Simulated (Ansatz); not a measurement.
# Ge wire along [100], 45 atoms a period, H-terminated: bands by functional

Wanted: the relaxed geometry and the bands of the Ge wire along [100], 45 atoms a period, H-terminated.

Calculated with Ansatz 0.2.0; DFT PBE, plane waves, PAW; relaxation of a wire's period; PAW set soft_1, in the first sound run; inputs show where later runs differ.

### Step 1. Set-up

The cell holds 73 atoms: 45 Ge and 28 H. Cell: a = 23.001 Å, b = 23.001 Å, c = 5.760 Å, α = 90.0°, β = 90.0°, γ = 90.0°. Vacuum lies along a and b. The structure's axis is c.

### Step 2. Relaxation of atoms and period

Band widths follow the bond lengths, so the wire is relaxed first. The atoms and the third cell vector are free; the box across stays fixed as vacuum. A Fermi-Dirac smearing is set since the result may be a metal. The pressure printed is a third of the stress's trace over the whole box, vacuum included; only the stress along the axis is relaxed.

input.yaml

```yaml
crystal:
  lattice:
    - [23.001, 0.0, 0.0]
    - [0.0, 23.001, 0.0]
    - [0.0, 0.0, 5.76]
  atoms:
    - { symbol: Ge, position: [0.249583341, 0.500007235, 0.0] }
    - { symbol: Ge, position: [0.374795288, 0.374795288, 0.0] }
    - { symbol: Ge, position: [0.374795288, 0.625219183, 0.0] }
    - { symbol: Ge, position: [0.500007235, 0.249583341, 0.0] }
    - { symbol: Ge, position: [0.500007235, 0.500007235, 0.0] }
    - { symbol: Ge, position: [0.500007235, 0.75043113, 0.0] }
    - { symbol: Ge, position: [0.625219183, 0.374795288, 0.0] }
    - { symbol: Ge, position: [0.625219183, 0.625219183, 0.0] }
    - { symbol: Ge, position: [0.75043113, 0.500007235, 0.0] }
    - { symbol: H, position: [0.14781966, 0.398243555, 0.093634302] }
    - { symbol: H, position: [0.273031607, 0.273031607, 0.093634302] }
    - { symbol: H, position: [0.398243555, 0.14781966, 0.093634302] }
    - { symbol: H, position: [0.601770916, 0.852194811, 0.093634302] }
    - { symbol: H, position: [0.726982863, 0.726982863, 0.093634302] }
    - { symbol: H, position: [0.852194811, 0.601770916, 0.093634302] }
    - { symbol: Ge, position: [0.186977367, 0.437401262, 0.25] }
    - { symbol: Ge, position: [0.312189314, 0.312189314, 0.25] }
    - { symbol: Ge, position: [0.312189314, 0.562613209, 0.25] }
    - { symbol: Ge, position: [0.437401262, 0.186977367, 0.25] }
    - { symbol: Ge, position: [0.437401262, 0.437401262, 0.25] }
    - { symbol: Ge, position: [0.437401262, 0.687825156, 0.25] }
    - { symbol: Ge, position: [0.562613209, 0.312189314, 0.25] }
    - { symbol: Ge, position: [0.562613209, 0.562613209, 0.25] }
    - { symbol: Ge, position: [0.562613209, 0.813037104, 0.25] }
    - { symbol: Ge, position: [0.687825156, 0.437401262, 0.25] }
    - { symbol: Ge, position: [0.687825156, 0.687825156, 0.25] }
    - { symbol: Ge, position: [0.813037104, 0.562613209, 0.25] }
    - { symbol: H, position: [0.210425634, 0.66437689, 0.343634302] }
    - { symbol: H, position: [0.335637581, 0.789588837, 0.343634302] }
    - { symbol: H, position: [0.66437689, 0.210425634, 0.343634302] }
    - { symbol: H, position: [0.789588837, 0.335637581, 0.343634302] }
    - { symbol: H, position: [0.14781966, 0.476558969, 0.406365698] }
    - { symbol: H, position: [0.476558969, 0.14781966, 0.406365698] }
    - { symbol: H, position: [0.523455502, 0.852194811, 0.406365698] }
    - { symbol: H, position: [0.852194811, 0.523455502, 0.406365698] }
    - { symbol: Ge, position: [0.249583341, 0.374795288, 0.5] }
    - { symbol: Ge, position: [0.249583341, 0.625219183, 0.5] }
    - { symbol: Ge, position: [0.374795288, 0.249583341, 0.5] }
    - { symbol: Ge, position: [0.374795288, 0.500007235, 0.5] }
    - { symbol: Ge, position: [0.374795288, 0.75043113, 0.5] }
    - { symbol: Ge, position: [0.500007235, 0.374795288, 0.5] }
    - { symbol: Ge, position: [0.500007235, 0.625219183, 0.5] }
    - { symbol: Ge, position: [0.625219183, 0.249583341, 0.5] }
    - { symbol: Ge, position: [0.625219183, 0.500007235, 0.5] }
    - { symbol: Ge, position: [0.625219183, 0.75043113, 0.5] }
    - { symbol: Ge, position: [0.75043113, 0.374795288, 0.5] }
    - { symbol: Ge, position: [0.75043113, 0.625219183, 0.5] }
    - { symbol: H, position: [0.14781966, 0.523455502, 0.593634302] }
    - { symbol: H, position: [0.476558969, 0.852194811, 0.593634302] }
    - { symbol: H, position: [0.523455502, 0.14781966, 0.593634302] }
    - { symbol: H, position: [0.852194811, 0.476558969, 0.593634302] }
    - { symbol: H, position: [0.210425634, 0.335637581, 0.656365698] }
    - { symbol: H, position: [0.335637581, 0.210425634, 0.656365698] }
    - { symbol: H, position: [0.66437689, 0.789588837, 0.656365698] }
    - { symbol: H, position: [0.789588837, 0.66437689, 0.656365698] }
    - { symbol: Ge, position: [0.186977367, 0.562613209, 0.75] }
    - { symbol: Ge, position: [0.312189314, 0.437401262, 0.75] }
    - { symbol: Ge, position: [0.312189314, 0.687825156, 0.75] }
    - { symbol: Ge, position: [0.437401262, 0.312189314, 0.75] }
    - { symbol: Ge, position: [0.437401262, 0.562613209, 0.75] }
    - { symbol: Ge, position: [0.437401262, 0.813037104, 0.75] }
    - { symbol: Ge, position: [0.562613209, 0.186977367, 0.75] }
    - { symbol: Ge, position: [0.562613209, 0.437401262, 0.75] }
    - { symbol: Ge, position: [0.562613209, 0.687825156, 0.75] }
    - { symbol: Ge, position: [0.687825156, 0.312189314, 0.75] }
    - { symbol: Ge, position: [0.687825156, 0.562613209, 0.75] }
    - { symbol: Ge, position: [0.813037104, 0.437401262, 0.75] }
    - { symbol: H, position: [0.14781966, 0.601770916, 0.906365698] }
    - { symbol: H, position: [0.273031607, 0.726982863, 0.906365698] }
    - { symbol: H, position: [0.398243555, 0.852194811, 0.906365698] }
    - { symbol: H, position: [0.601770916, 0.14781966, 0.906365698] }
    - { symbol: H, position: [0.726982863, 0.273031607, 0.906365698] }
    - { symbol: H, position: [0.852194811, 0.398243555, 0.906365698] }
kpoints:
  mp_grid: { grid: [1, 1, 14] }
scf:
  occupations: { method: fermi_dirac, width: 0.05 }
hamiltonian:
  xc: pbe
  pseudopotentials: { kind: paw, azcp: { folder: soft_1 } }
relax:
  cell: { fix: [a, b, alpha, beta, gamma] }
  max_steps: 45
  f_tol: 0.03
```

The run is started by

```console
$ ansatz run input.yaml --threads 16 --pin off --max-ram 61440MiB --backend cuda --events-out ev --progress --plain --runs-dir out --max-vram 78GiB
```

Numbers of over 12 decimals in the logs are rounded to 6 here.

What it wrote:

```text
Engine: ansatz 0.2.0, aarch64-unknown-linux-gnu
Pseudopotentials: kind: paw
Pseudopotential: Ge, paw, valence charge 14, recommended cutoff 420 eV (normal), soft_1/Ge.paw.azcp
Pseudopotential: H, paw, valence charge 1, recommended cutoff 420 eV (normal), soft_1/H.paw.azcp
Functional definition: PBE
  parameter kappa = 0.804
  parameter beta = 0.066725
  exchange = pbe_x(kappa = kappa, mu = beta*pi^2/3)
  correlation = pbe_c(beta = beta)
[...]
Crystal: 73 atoms, lattice volume = 3047.305 Å³
Basis set: ecut = 420 eV, 59663 PW (Γ), exchange–correlation on 320×320×80 points (8 copies of the dense FFT grid, shifted against one another)
Bands: 402, of which v1, the nominal top of the filled ones, is band 329 counted from 1 (328 counted from 0)
Symmetry: 8 space group operations
Space group: P-42m (ITA 111), of the structure as read, at distance tolerance 1.4e-4 Å
k-points: 8 of 14
Non-local potential: Ge, projectors of the file, l = 0: 2, l = 1: 2, l = 2: 3, l = 3: 1
Non-local potential: H, projectors of the file, l = 0: 2, l = 1: 1
PAW form: soft (Blöchl's): semilocal exchange-correlation on the pseudo side does not see the compensation charge
PAW one-centre angular grid: Ge, 590 points (default); XC on 64 Gauss nodes
PAW one-centre angular grid: H, 110 points (default); XC on 64 Gauss nodes
Initial density: superposition of atomic densities (neutral atoms: chi_scale 0, normalization atom)
Initial wavefunctions: pseudopotential atomic-orbital guess
[...]
Functional: x = pbe(κ = 0.804, μ = 0.219515), c = pbe(β = 0.066725)
SCF iter   1: F=—  HF=-193718.868188 eV  |F-HF|=—  |Δ(HF+E_count)|=         —  Δρ=3.33e-2  dr2=2.83e1  ethr=3.10e-3  ⟨swp⟩=6.1  Hψ=12096  notcnv=0  defer=158
preconditioner: auto → Resta (q_TF=auto, 2.113 Å⁻¹)  ε∞=1.6  [insulator: Δε(μ)=1.542 eV  Ē_g=21.775 eV  σ=0.050 eV  W_gap=1.00  n_scr=458 (ndim 8)  ℏωp=17.3 eV  f_vac=0.529  D(μ)=0.00/eV (n_scr^D=0)  ε∞_Penn≈1.6  vacuum switching on, ρ_ref=3.4e-2 e/Å³]
SCF iter   2: F=—  HF=-193713.298505 eV  |F-HF|=—  |Δ(HF+E_count)|=    5.57e0  Δρ=1.50e-2  dr2=7.50e0  ethr=3.10e-3  ⟨swp⟩=2.8  Hψ=4326  notcnv=0  defer=494
[...]
SCF iter  11: F=-193711.853304 eV  HF=-193711.853304 eV  |F-HF|=2.38e-8  |Δ(HF+E_count)|=   1.54e-7  Δρ=1.24e-6  dr2=6.99e-8  ethr=1.52e-11  ⟨swp⟩=4.0  Hψ=9237  notcnv=0
SCF 1 converged in 11 iterations: F = -193711.853304 eV  dr2 = 6.99e-8
  greatest PAW one-centre occupation: 0.998 electrons in one spin orbital (limit 2), on the Ge atom at site 23 (counted from 0), in its partial waves of l = 2
relax step   1: F+E_penalty+E_count = -193711.85330391 eV  Δ(F+E_penalty+E_count) = +0.000e0 eV  max|allowed force component| = 2.892e-1 eV/Å  Δτ_max = 0.0000 Å  P = -0.359 GPa  Ω = 3047.305 Å³  fix = [a, b, alpha, beta, gamma]  reactions: a -0.402, b -0.402 GPa  (11 SCF iters, dr2 threshold 1.00e-7 eV, accepted)
[...]
Crystal: 73 atoms, lattice volume = 3051.707 Å³
Basis set: ecut = 420 eV, 59759 PW (Γ), exchange–correlation on 320×320×80 points (8 copies of the dense FFT grid, shifted against one another)
[...]
iter 1 solved again at ethr=1.49e-4 eV; its pass at ethr=3.10e-3 eV (dr2=9.81e-1 eV) is discarded
SCF iter   1: F=—  HF=-193712.449703 eV  |F-HF|=—  |Δ(HF+E_count)|=         —  Δρ=8.05e-3  dr2=9.90e-1  ethr=1.49e-4  ⟨swp⟩=7.5  Hψ=13032  notcnv=0  defer=2
preconditioner: auto → Resta (q_TF=auto, 2.113 Å⁻¹)  ε∞=1.6  [insulator: Δε(μ)=1.693 eV  Ē_g=21.807 eV  σ=0.050 eV  W_gap=1.00  n_scr=458 (ndim 8)  ℏωp=17.2 eV  f_vac=0.564  D(μ)=0.00/eV (n_scr^D=0)  ε∞_Penn≈1.6  vacuum switching on, ρ_ref=3.4e-2 e/Å³]
SCF iter   2: F=—  HF=-193712.322982 eV  |F-HF|=—  |Δ(HF+E_count)|=   1.27e-1  Δρ=3.84e-3  dr2=2.17e-1  ethr=1.49e-4  ⟨swp⟩=3.1  Hψ=4576  notcnv=0  defer=62
[...]
SCF iter   8: F=-193712.310219 eV  HF=-193712.310218 eV  |F-HF|=1.70e-7  |Δ(HF+E_count)|=   3.61e-6  Δρ=4.32e-6  dr2=6.42e-7  ethr=7.94e-10  ⟨swp⟩=4.0  Hψ=9133  notcnv=0
SCF 2 converged in 8 iterations: F = -193712.310219 eV  dr2 = 6.42e-7
  greatest PAW one-centre occupation: 0.998 electrons in one spin orbital (limit 2), on the Ge atom at site 66 (counted from 0), in its partial waves of l = 2
relax step   2: F+E_penalty+E_count = -193712.31021854 eV  Δ(F+E_penalty+E_count) = -4.569e-1 eV  max|allowed force component| = 2.182e-1 eV/Å  Δτ_max = 0.1986 Å  P = -0.170 GPa  Ω = 3051.707 Å³  energy of the carried Pulay correction = -6.722e-4 eV  fix = [a, b, alpha, beta, gamma]  reactions: a -0.184, b -0.184 GPa  (8 SCF iters, dr2 threshold 5.23e-6 eV, accepted)
[...]
relax step   3: F+E_penalty+E_count = -193712.42465723 eV  Δ(F+E_penalty+E_count) = -1.144e-1 eV  max|allowed force component| = 9.373e-2 eV/Å  Δτ_max = 0.0668 Å  P = -0.043 GPa  Ω = 3049.824 Å³  energy of the carried Pulay correction = -3.848e-4 eV  fix = [a, b, alpha, beta, gamma]  reactions: a -0.049, b -0.049 GPa  (7 SCF iters, dr2 threshold 2.98e-6 eV, accepted)
[...]
relax step   4: F+E_penalty+E_count = -193712.53064132 eV  Δ(F+E_penalty+E_count) = -1.060e-1 eV  max|allowed force component| = 5.635e-2 eV/Å  Δτ_max = 0.1325 Å  P = -0.019 GPa  Ω = 3049.189 Å³  energy of the carried Pulay correction = -2.878e-4 eV  fix = [a, b, alpha, beta, gamma]  reactions: a -0.023, b -0.023 GPa  (8 SCF iters, dr2 threshold 5.49e-7 eV, accepted)
[...]
relax step   5: F+E_penalty+E_count = -193712.55863227 eV  Δ(F+E_penalty+E_count) = -2.799e-2 eV  max|allowed force component| = 2.419e-2 eV/Å  Δτ_max = 0.0809 Å  P = -0.020 GPa  Ω = 3047.364 Å³  energy of the carried Pulay correction = -9.009e-6 eV  fix = [a, b, alpha, beta, gamma]  reactions: a -0.026, b -0.026 GPa  (8 SCF iters, dr2 threshold 1.98e-7 eV, accepted)
[...]
relax step   6: F+E_penalty+E_count = -193712.56191460 eV  Δ(F+E_penalty+E_count) = -3.282e-3 eV  max|allowed force component| = 1.625e-2 eV/Å  Δτ_max = 0.0329 Å  P = -0.002 GPa  Ω = 3047.796 Å³  energy of the carried Pulay correction = -7.509e-5 eV  fix = [a, b, alpha, beta, gamma]  reactions: a -0.006, b -0.006 GPa  (10 SCF iters, accepted)
[...]
relax step   7: F+E_penalty+E_count = -193712.56201628 eV  Δ(F+E_penalty+E_count) = -1.017e-4 eV  max|allowed force component| = 1.624e-2 eV/Å  Δτ_max = 0.0000 Å  P = -0.002 GPa  Ω = 3047.796 Å³  fix = [a, b, alpha, beta, gamma]  reactions: a -0.005, b -0.005 GPa  stress off target by 5.51e-3 GPa on what of the cell is left free  SCF on the basis re-selected at this cell (its energy is not comparable with the rows above)  (7 SCF iters)
[...]
- { symbol: Ge, position: [0.189883, 0.432859, 0.229303] }
    - { symbol: Ge, position: [0.314172, 0.314172, 0.255528] }
    - { symbol: Ge, position: [0.312621, 0.561859, 0.251478] }
    - { symbol: Ge, position: [0.432859, 0.189883, 0.229303] }
    - { symbol: Ge, position: [0.437441, 0.437441, 0.248378] }
    - { symbol: Ge, position: [0.438155, 0.687393, 0.251478] }
    - { symbol: Ge, position: [0.561859, 0.312621, 0.251478] }
    - { symbol: Ge, position: [0.562574, 0.562574, 0.248378] }
    - { symbol: Ge, position: [0.567156, 0.810132, 0.229303] }
    - { symbol: Ge, position: [0.687393, 0.438155, 0.251478] }
    - { symbol: Ge, position: [0.685843, 0.685843, 0.255528] }
    - { symbol: Ge, position: [0.810132, 0.567156, 0.229303] }
    - { symbol: H, position: [0.212451, 0.663191, 0.350790] }
    - { symbol: H, position: [0.336824, 0.787563, 0.350790] }
    - { symbol: H, position: [0.663191, 0.212451, 0.350790] }
    - { symbol: H, position: [0.787563, 0.336824, 0.350790] }
    - { symbol: H, position: [0.141176, 0.465783, 0.359514] }
    - { symbol: H, position: [0.465783, 0.141176, 0.359514] }
    - { symbol: H, position: [0.534232, 0.858838, 0.359514] }
    - { symbol: H, position: [0.858838, 0.534232, 0.359514] }
    - { symbol: Ge, position: [0.251418, 0.376497, 0.495356] }
    - { symbol: Ge, position: [0.251418, 0.623517, 0.504644] }
    - { symbol: Ge, position: [0.376497, 0.251418, 0.495356] }
    - { symbol: Ge, position: [0.375495, 0.500007, 0.5] }
    - { symbol: Ge, position: [0.376497, 0.748597, 0.504644] }
    - { symbol: Ge, position: [0.500007, 0.375495, 0.5] }
    - { symbol: Ge, position: [0.500007, 0.624519, 0.5] }
    - { symbol: Ge, position: [0.623517, 0.251418, 0.504644] }
    - { symbol: Ge, position: [0.624519, 0.500007, 0.5] }
    - { symbol: Ge, position: [0.623517, 0.748597, 0.495356] }
    - { symbol: Ge, position: [0.748597, 0.376497, 0.504644] }
    - { symbol: Ge, position: [0.748597, 0.623517, 0.495356] }
    - { symbol: H, position: [0.141176, 0.534232, 0.640486] }
    - { symbol: H, position: [0.465783, 0.858838, 0.640486] }
    - { symbol: H, position: [0.534232, 0.141176, 0.640486] }
    - { symbol: H, position: [0.858838, 0.465783, 0.640486] }
    - { symbol: H, position: [0.212451, 0.336824, 0.649210] }
    - { symbol: H, position: [0.336824, 0.212451, 0.649210] }
    - { symbol: H, position: [0.663191, 0.787563, 0.649210] }
    - { symbol: H, position: [0.787563, 0.663191, 0.649210] }
    - { symbol: Ge, position: [0.189883, 0.567156, 0.770697] }
    - { symbol: Ge, position: [0.312621, 0.438155, 0.748522] }
    - { symbol: Ge, position: [0.314172, 0.685843, 0.744472] }
    - { symbol: Ge, position: [0.438155, 0.312621, 0.748522] }
    - { symbol: Ge, position: [0.437441, 0.562574, 0.751622] }
    - { symbol: Ge, position: [0.432859, 0.810132, 0.770697] }
    - { symbol: Ge, position: [0.567156, 0.189883, 0.770697] }
    - { symbol: Ge, position: [0.562574, 0.437441, 0.751622] }
    - { symbol: Ge, position: [0.561859, 0.687393, 0.748522] }
    - { symbol: Ge, position: [0.685843, 0.314172, 0.744472] }
    - { symbol: Ge, position: [0.687393, 0.561859, 0.748522] }
    - { symbol: Ge, position: [0.810132, 0.432859, 0.770697] }
    - { symbol: H, position: [0.160231, 0.609987, 0.941147] }
    - { symbol: H, position: [0.274785, 0.725229, 0.898172] }
    - { symbol: H, position: [0.390028, 0.839783, 0.941147] }
    - { symbol: H, position: [0.609987, 0.160231, 0.941147] }
    - { symbol: H, position: [0.725229, 0.274785, 0.898172] }
    - { symbol: H, position: [0.839783, 0.390028, 0.941147] }
```

Wall time 24 s (1 × NVIDIA GB200 with 16 threads of Arm Neoverse V2, shared host); peak memory 1.9 GiB; 2.2 min of CPU time.

Step by step:

| step | energy less that of the first step (eV) | largest force component (eV/Å) | pressure (GPa) | volume (Å³) |
| --- | --- | --- | --- | --- |
| 1 | 0.0000 | 0.2892 | -0.36 | 3047.30 |
| 2 | -0.4569 | 0.2182 | -0.17 | 3051.71 |
| 3 | -0.5714 | 0.0937 | -0.04 | 3049.82 |
| 4 | -0.6773 | 0.0564 | -0.02 | 3049.19 |
| 5 | -0.7053 | 0.0242 | -0.02 | 3047.36 |
| 6 | -0.7086 | 0.0162 | 0.00 | 3047.80 |
| 7 | -0.7087 | 0.0162 | 0.00 | 3047.80 |

Forces are held to the 8 operations that the run works with; a distortion that breaks them can't arise in this run.

| cell as run | before | after | change |
| --- | --- | --- | --- |
| c (Å) | 5.760 | 5.761 | +0.0 % |

The atoms that moved most (Å, along periodic axes as changes of fractional coordinates times the final cell, across vacuum about the mean position):

| atom | dx | dy | dz | length |
| --- | --- | --- | --- | --- |
| H32 | -0.153 | -0.248 | -0.270 | 0.397 |
| H33 | -0.248 | -0.153 | -0.270 | 0.397 |
| H51 | 0.153 | -0.248 | 0.270 | 0.397 |
| H49 | -0.248 | 0.153 | 0.270 | 0.397 |
| H50 | 0.248 | -0.153 | 0.270 | 0.397 |
| H48 | -0.153 | 0.248 | 0.270 | 0.397 |
| H34 | 0.248 | 0.153 | -0.270 | 0.397 |
| H35 | 0.153 | 0.248 | -0.270 | 0.397 |

Numbers from this step:

| Property | Result |
| --- | --- |
| cell length along the wire | 5.761 Å |

The cell's length comes to 5.761 Å with spin left out.

[end of part 1 of 2]

[Logs are printed without paths, hosts, clocks, repeated set-up lines and the standing remarks that a program may print on its own settings, such as how far it seeks lower states.]

[Hosts, paths, dates, database ids (printed as entryN), source tags and the programs' standing remarks are cut or masked in the printed files.]
